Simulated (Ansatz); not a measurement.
# Electron–phonon scattering in Ag-Zn-Zn-Ag stack of (100) layers, part 2 of 4

Question: is the lattice of Ag-Zn-Zn-Ag stack of (100) layers stable, and if so, what are its coupling constant and resistivity?

Ansatz 0.2.0; DFT PBEsol, scalar-relativistic, plane waves, PAW; PAW set soft_1.

So far: Set-up; Relaxation; Tight relaxation.

### 4. Phonons: q 2×2×1, k 6×6×1

Couplings are defined for a stable lattice alone, so phonons come first.

Input file input.yaml:

```yaml
crystal:
  lattice:
    - [2.7662764227, 0.0, 0.0]
    - [0.0, 2.7662764227, 0.0]
    - [0.0, 0.0, 35.5773943932]
  atoms:
    - { symbol: Ag, position: [0.0, 0.0, 0.1585802829] }
    - { symbol: Zn, position: [0.5, 0.5, 0.2117228436] }
    - { symbol: Zn, position: [0.0, 0.0, 0.2629802731] }
    - { symbol: Ag, position: [0.5, 0.5, 0.3161228338] }
  periodic: [true, true, false]
kpoints:
  mp_grid: { grid: [6, 6, 1] }
hamiltonian:
  xc: pbesol
  pseudopotentials: { kind: paw, azcp: { folder: soft_1 }, xc_functional: pbe }
scf:
  occupations: { method: methfessel_paxton, width: 0.2 }
output:
  eigenvalues: true
phonons:
  method: dfpt
  qmesh: [2, 2, 1]
  temperatures: { t_max: 1000, t_step: 50 }
  qpath:
    path: [[0.0, 0.0, 0.0], [0.0, 0.5, 0.0], [0.5, 0.5, 0.0], [0.0, 0.0, 0.0]]
    npoints: 10
```

The run is started by

```
$ ansatz run input.yaml --threads 4 --pin off --max-ram 12288MiB --backend cpu --events-out ev --progress --plain --runs-dir out
```

Numbers of over 12 decimals in the logs are rounded to 6 here.

The program printed:

```text
Warning: crystal.symmetry: narrowed to the stabiliser of the run's FFT grids — unitary ops 16 → 8. A phonons.method: dfpt run fills in the rows of the dynamical matrix that it does not solve by its symmetry operations, which is exact only for operations that map its FFT grids onto themselves: filled in by any other, the frequencies could depend on the order in which like atoms are typed, or, by more than the grids' own error, on where the crystal sits among the grids' points. Excluded: 8 operations. The run can therefore solve more perturbations, solve them on more k-points, or both, and cost more. [rest of the remark cut]
[...]
Crystal: 4 atoms, lattice volume = 272.248 Å³
Basis set: ecut = 420 eV, 5443 PW (Γ), exchange–correlation on 40×40×480 points (8 copies of the dense FFT grid, shifted against one another)
Bands: 38, of which v1, the nominal top of the filled ones, is band 31 counted from 1 (30 counted from 0)
Symmetry: 16 space group operations
k-points: 10 of 36 (irreducible under 8 space group operations)
[...]
SCF iter   1: F=—  HF=-21606.463072 eV  |F-HF|=—  |Δ(HF+E_count)|=         —  Δρ=3.45e-2  dr2=3.14e0  ethr=3.10e-3  ⟨swp⟩=14.2  Hψ=2934  notcnv=0
[...]
SCF iter  13: F=-21605.547060 eV  HF=-21605.547060 eV  |F-HF|=1.49e-10  |Δ(HF+E_count)|=  9.09e-10  S|Δr|=    0.00e0  Δρ=3.02e-8  dr2=1.62e-12  ethr=1.00e-12  ⟨swp⟩=22.5  Hψ=3452  notcnv=0
SCF 1 converged in 13 iterations: F = -21605.547060 eV  dr2 = 1.62e-12
[...]
phonons: the bands overlap, so this run is a metal and interpolates without the dipole-dipole term. If the crystal is really an insulator or semiconductor, its LO-TO splitting is missing
NSCF: frozen V_eff on 10 k-points
[...]
DFPT response loops at q = (0, 0, 0) (fractional): preconditioner auto → none (partly filled bands, converged f_vac=0.736); β = 0.50; Broyden in place of MSR1
[...]
SCF converged after 13 iterations
Stability not checked: this state was not tested for a lower state beside it, because cold or Methfessel-Paxton smearing, or corrected tetrahedra, fill the levels in a way that the test cannot read (fill_not_monotonic; see scf.lower_state_search)
Free energy (F): -21605.547060 eV
[...]
Internal energy: -21605.551157 eV  (E = F + TS)
E sigma→0 (E₀):  -21605.548084 eV
Entropy (-TS):   0.004097 eV (1.024 meV/atom)
Fermi energy:    -4.667503 eV
Step filling:    the computed levels leave a gap of 0.2499 eV = 1.2 smearing widths at the electron count; against every level under it full and every level over it empty, smearing changes F+E_penalty+E_count by +4.799 meV and its σ→0 estimate by +3.775 meV
[...]
--- Band table (eV; the first three rows and the last of 10) ---
  k-point 0: bands = [... 27 lower, -8.3598, -8.1274, -7.8084, -7.8080, -5.6774, -3.9702, -0.2843 (-0.2964°), -0.0773 (-0.1179°), ... 3 higher]
  k-point 1: bands = [... 27 lower, -8.3275, -8.0499, -8.0461, -7.7163, -4.9234, -3.0328, 0.1916 (0.1851°), 0.3658 (0.3608°), ... 3 higher]
  k-point 2: bands = [... 27 lower, -8.2597, -8.2578, -8.2448, -6.3145, -4.4859, -2.9838, -0.9263, -0.8911, ... 3 higher]
  k-point 9: bands = [... 27 lower, -7.0686, -4.5598, -4.5598, -2.2170, -2.2170, -1.5485, -1.5485, 1.2419, ... 3 higher]
  ° read free of the cell's end (the report's vacuum.weakly_bound_levels)
--- Phonons (Γ-DFPT): 8 representative perturbations + reference (Σ response iterations 32) ---
  ASR residual: 8.618e-5 → 0.000e0 eV/Å²; symmetrization residual: 8.748e-6 eV/Å²
  The last average, over the group as it would stand without the narrowing to the FFT grids, took up to 4.936e-6 eV/Å² of the zone centre's force constants
  ASR residual per site (eV/Å²): 6.39e-5 8.62e-5 7.63e-5 5.77e-5
  Γ frequencies (cm⁻¹): 0.00 0.00 0.00 40.82 40.82 80.39 95.25 95.25 122.58 122.58 147.39 179.65
--- Phonons (arbitrary-q DFPT): 3 irreducible q on the 2×2×1 mesh ---
  q = [0.0000, 0.0000, 0.0000] (star 1, of the zone-centre solve; hermiticity 3.41e-6, symmetrization 9.40e-12, taken by the last average 9.63e-7): 0.00 0.00 0.00 40.82 40.82 80.39 95.25 95.25 122.58 122.58 147.39 179.65
  q = [0.0000, -0.5000, 0.0000] (star 2, 12 solved perturbations on 16 of 36 k-point pairs; hermiticity 3.32e-6, symmetrization 1.35e-7, taken by the last average 4.96e-7): 37.89 37.89 67.16 67.16 102.37 102.37 108.18 108.18 171.03 171.03 197.93 197.93
  q = [-0.5000, -0.5000, 0.0000] (star 1, 8 solved perturbations in 104 linear systems a pass and spin channel, the states on 16 of 36 k-point pairs; hermiticity 2.76e-6, symmetrization 3.15e-8, taken by the last average 9.24e-7): 78.60 78.60 105.36 105.36 119.23 119.23 146.63 146.63 169.62 169.62 185.81 185.81
  sum rule: each row above includes the acoustic sum rule's correction from the zone centre's row sums; it moved no ω² by more than (0.60 cm⁻¹)²
  mesh force constants: q→R imaginary residual 1.33e-17; ASR residual 8.618e-5 → 0.000e0 eV/Å²; symmetrization residual 2.665e-15 eV/Å²
  interpolated dispersion: 31 rows × 12 modes
  density of states and harmonic sums: on the 22×22×1 q-mesh, interpolated from the force constants of a 2×2×1 supercell (no non-analytic term)
  largest difference from the sums on the solved wave vectors: F 1.24e-1 eV, S 1.84e-4 and C_V 5.98e-5 eV/K
  zero-point energy: 0.085018 eV/cell   skipped modes (ω ≤ 0): 8, of them read as no rigid motion or as one in doubt: 5 (4.959e-2 modes/cell left out, lowest -13.17 cm⁻¹)   left out of the sums: 4.65e-3 of the cell's modes: C_V's classical limit lies that fraction below 3 k_B per atom; for a crystal, a wire or a layer, F and S can be off by more, and a phonons.interpolated_qmesh denser along its periods is the remedy for the sampling
```

The job ended after 2.4 min (4 threads of Arm Neoverse V2, shared host; peak memory 1.1 GiB).

Numbers from this step:

| Item | Value |
| --- | --- |
| zero-point energy | 0.08502 eV/cell |
| share of imaginary modes in the plain interpolation between solved wavevectors | 0.0045 |
| highest frequency, solved or plainly interpolated | 197.9 cm⁻¹ |

Solved on the 2×2×1 mesh alone; all other wavevectors are interpolated. The phonon branches at the labelled points (cm⁻¹):

| point | branch 1 | branch 2 | branch 3 | branch 4 | branch 9 | branch 10 | branch 11 | branch 12 |
| --- | --- | --- | --- | --- | --- | --- | --- | --- |
| Γ | 0 | 0 | 0 | 41 | 123 | 123 | 147 | 180 |
| halfway | 28 | 40 | 42 | 53 | 138 | 143 | 173 | 180 |
| X | 38 | 38 | 67 | 67 | 171 | 171 | 198 | 198 |
| halfway | 66 | 66 | 107 | 107 | 175 | 175 | 181 | 181 |
| M | 79 | 79 | 105 | 105 | 170 | 170 | 186 | 186 |
| halfway | 53 | 58 | 82 | 88 | 144 | 161 | 163 | 170 |
| Γ | 0 | 0 | 0 | 41 | 123 | 123 | 147 | 180 |

Lowest modes at the softest wavevector of the mesh. Modes at q = (0.500, 0.000, 0.000), with each element's share of the kinetic energy:

```csv
mode,frequency (cm⁻¹),Ag %,Zn %
1,37.9,100,0
2,37.9,100,0
3,67.2,84,16
4,67.2,84,16
5,102.4,0,100
6,102.4,0,100
```

Displacements in mode 1 (37.9 cm⁻¹), the largest set to 1, in the home cell:
```
Ag1  0.00  1.00  0.00
Zn2  0.00  0.00  0.00
Zn3  0.00  0.04  0.00
Ag4  0.00 -0.02  0.00
```

Displacements in mode 3 (67.2 cm⁻¹), the largest set to 1, in the home cell:
```
Ag1  0.00  0.00  1.00
Zn2  0.52  0.00  0.00
Zn3  0.00  0.00 -0.24
Ag4 -0.06  0.00  0.00
```

Among the solved wavevectors the lowest mode, translations apart, is 37.9 cm⁻¹, so these are real on this k mesh.

### 5. Coupling and resistivity: q 2×2×1, k 6×6×1, scattering 12×12×1

A first run on coarse meshes.

Changes to input.yaml since step 4:

```diff
@@ -27 +27,6 @@
     npoints: 10
+  electrical_resistivity:
+    mesh: [12, 12, 1]
+    temperatures: [20.0, 50.0, 77.0, 100.0, 150.0, 200.0, 300.0, 400.0, 600.0, 800.0]
+  superconductivity: { mesh: [12, 12, 1], eliashberg_equations: false }
+  electron_occupations: "off"
```

The program printed:

```text
[the first part of the log is left out]
  E_xc         = -471.997133
  E_vxc        = -504.904453  (∫ρ·V_xc dr)
  E_paw        = -11491.914402  (= ΣΔE_a)
  E_vpaw       = -1833.049215  (= ΣTr[D̂ρ^β])
  E_aug_tail   = 0.000182  (compensation charges beyond the density's cutoff)
  E_ewald      = 134466.668305
  E_core_change = 2.240192  (= ΣΔE_core)
  E_smearing   = 0.004097  (= −TS)
  E_closure    = 0.000000  (closes the sum)
  Σ components = -21605.547060   (vs F -21605.547060, Δ=0.00e0)
--- Band table (eV; the first three rows and the last of 10) ---
  k-point 0: bands = ["-96.6071", "-96.6071", "-60.1097", "-60.1097", "-60.0230", "-60.0230", "-60.0230", "-60.0230", "-14.7992", "-13.1886", "-13.0608", "-12.6351", "-12.3622", "-12.3622", "-12.3096", "-12.0584", "-11.9911", "-11.9023", "-11.9023", "-11.8479", "-10.5484", "-10.5471", "-10.5386", "-9.7381", "-8.3877", "-8.3877", "-8.3598", "-8.3598", "-8.1274", "-7.8084", "-7.8080", "-5.6774", "-3.9702", "-0.2843 (-0.2964°)", "-0.0773 (-0.1179°)", "0.7159", "0.9285", "2.0141"]
  k-point 1: bands = ["-96.6044", "-96.6044", "-60.1064", "-60.1064", "-60.0590", "-60.0590", "-60.0202", "-60.0202", "-14.2838", "-13.0676", "-12.8929", "-12.5666", "-12.5274", "-12.3508", "-12.2323", "-12.1783", "-12.0754", "-11.9109", "-11.8574", "-11.4211", "-10.4046", "-10.2729", "-9.9574", "-9.5888", "-8.8297", "-8.7249", "-8.3427", "-8.3275", "-8.0499", "-8.0461", "-7.7163", "-4.9234", "-3.0328", "0.1916 (0.1851°)", "0.3658 (0.3608°)", "0.4820 (0.4384°)", "1.2374", "1.4808"]
  k-point 2: bands = ["-96.5990", "-96.5990", "-60.1304", "-60.1304", "-60.0998", "-60.0998", "-60.0146", "-60.0146", "-13.3129", "-13.0449", "-12.6295", "-12.4164", "-12.3710", "-12.3470", "-12.3414", "-12.2212", "-11.9705", "-11.8597", "-11.8171", "-10.5749", "-10.1826", "-10.1010", "-9.5860", "-9.0249", "-8.6052", "-8.4956", "-8.4876", "-8.2597", "-8.2578", "-8.2448", "-6.3145", "-4.4859", "-2.9838", "-0.9263", "-0.8911", "1.4643 (1.4639°)", "1.9186", "2.1415"]
  k-point 9: bands = ["-96.5855", "-96.5855", "-60.1518", "-60.1518", "-60.1518", "-60.1518", "-60.0839", "-60.0839", "-13.0804", "-13.0804", "-12.9783", "-12.9783", "-12.2670", "-12.2670", "-12.0886", "-12.0886", "-11.7127", "-11.7127", "-10.5302", "-10.5302", "-9.7303", "-9.7303", "-9.4234", "-9.4234", "-8.3759", "-8.3759", "-7.0686", "-7.0686", "-4.5598", "-4.5598", "-2.2170", "-2.2170", "-1.5485", "-1.5485", "1.2419", "1.2419", "1.3091", "1.3091"]
  ° read free of the cell's end (the report's vacuum.weakly_bound_levels)
--- Phonons (Γ-DFPT): 8 representative perturbations + reference (Σ response iterations 38) ---
  ASR residual: 1.055e-5 → 0.000e0 eV/Å²; symmetrization residual: 2.169e-7 eV/Å²
  The last average, over the group as it would stand without the narrowing to the FFT grids, took up to 5.680e-8 eV/Å² of the zone centre's force constants
  ASR residual per site (eV/Å²): 4.70e-6 9.92e-6 1.05e-5 5.20e-6
  Γ frequencies (cm⁻¹): 0.00 0.00 0.00 40.82 40.82 80.38 95.25 95.25 122.58 122.58 147.39 179.65
--- Phonons (arbitrary-q DFPT): 3 irreducible q on the 2×2×1 mesh ---
  q = [0.0000, 0.0000, 0.0000] (star 1, of the zone-centre solve; hermiticity 8.46e-8, symmetrization 9.40e-12, taken by the last average 1.11e-8): -0.00 0.00 0.00 40.82 40.82 80.38 95.25 95.25 122.58 122.58 147.39 179.65
  q = [0.0000, -0.5000, 0.0000] (star 2, 12 solved perturbations on 16 of 36 k-point pairs; hermiticity 3.91e-8, symmetrization 4.08e-10, taken by the last average 5.36e-9): 37.88 37.88 67.16 67.16 102.37 102.37 108.18 108.18 171.03 171.03 197.92 197.92
  q = [-0.5000, -0.5000, 0.0000] (star 1, 8 solved perturbations in 104 linear systems a pass and spin channel, the states on 16 of 36 k-point pairs; hermiticity 1.75e-8, symmetrization 1.09e-10, taken by the last average 5.47e-9): 78.60 78.60 105.36 105.36 119.23 119.23 146.63 146.63 169.62 169.62 185.81 185.81
  sum rule: each row above includes the acoustic sum rule's correction from the zone centre's row sums; it moved no ω² by more than (0.21 cm⁻¹)²
  mesh force constants: q→R imaginary residual 1.33e-17; ASR residual 1.055e-5 → 0.000e0 eV/Å²; symmetrization residual 2.665e-15 eV/Å²
  interpolated dispersion: 31 rows × 12 modes
  density of states and harmonic sums: on the 22×22×1 q-mesh, interpolated from the force constants of a 2×2×1 supercell (no non-analytic term)
  largest difference from the sums on the solved wave vectors: F 1.24e-1 eV, S 1.84e-4 and C_V 5.98e-5 eV/K
  zero-point energy: 0.085018 eV/cell   skipped modes (ω ≤ 0): 8, of them read as no rigid motion or as one in doubt: 5 (4.959e-2 modes/cell left out, lowest -13.17 cm⁻¹)   left out of the sums: 4.65e-3 of the cell's modes: C_V's classical limit lies that fraction below 3 k_B per atom; for a crystal, a wire or a layer, F and S can be off by more, and a phonons.interpolated_qmesh denser along its periods is the remedy for the sampling
Error: electrical resistivity: the mode of lowest frequency at the wavevector [0.0833, 0.0833, 0.0000] is imaginary, -13.14 cm⁻¹ (written negative): every mode at the wavevectors of the force constants' own supercell is real, and this one is interpolated between them; take force constants of more repeats (phonons.supercell, under dfpt phonons.qmesh), or, with a block electrical_resistivity or superconductivity, name a file of force constants under which the crystal is stable (phonons.electron_phonon_force_constants)
The harmonic force constants that this run solved are whole in <dir>
```

Wall time 2.7 min (4 threads); peak memory 1.1 GiB.

The run ended with an error.

The program's message: “electrical resistivity: the mode of lowest frequency at the wavevector [0.0833, 0.0833, 0.0000] is imaginary, -13.14 cm⁻¹ (written negative): every mode at the wavevectors of the force constants' own …”

The run stops because a mode is imaginary on the scattering mesh, where no scattering rate is defined; denser k meshes, other smearings and, between solved wavevectors, finer q meshes show whether the instability is real.

(Part 2 of 4 ends here.)

[Logs are printed without paths, hosts, clocks, repeated set-up lines and the standing remarks that a program may print on its own settings, such as how far it seeks lower states.]

[Hosts, paths, dates, database ids (printed as entryN), source tags and the programs' standing remarks are cut or masked in the printed files.]
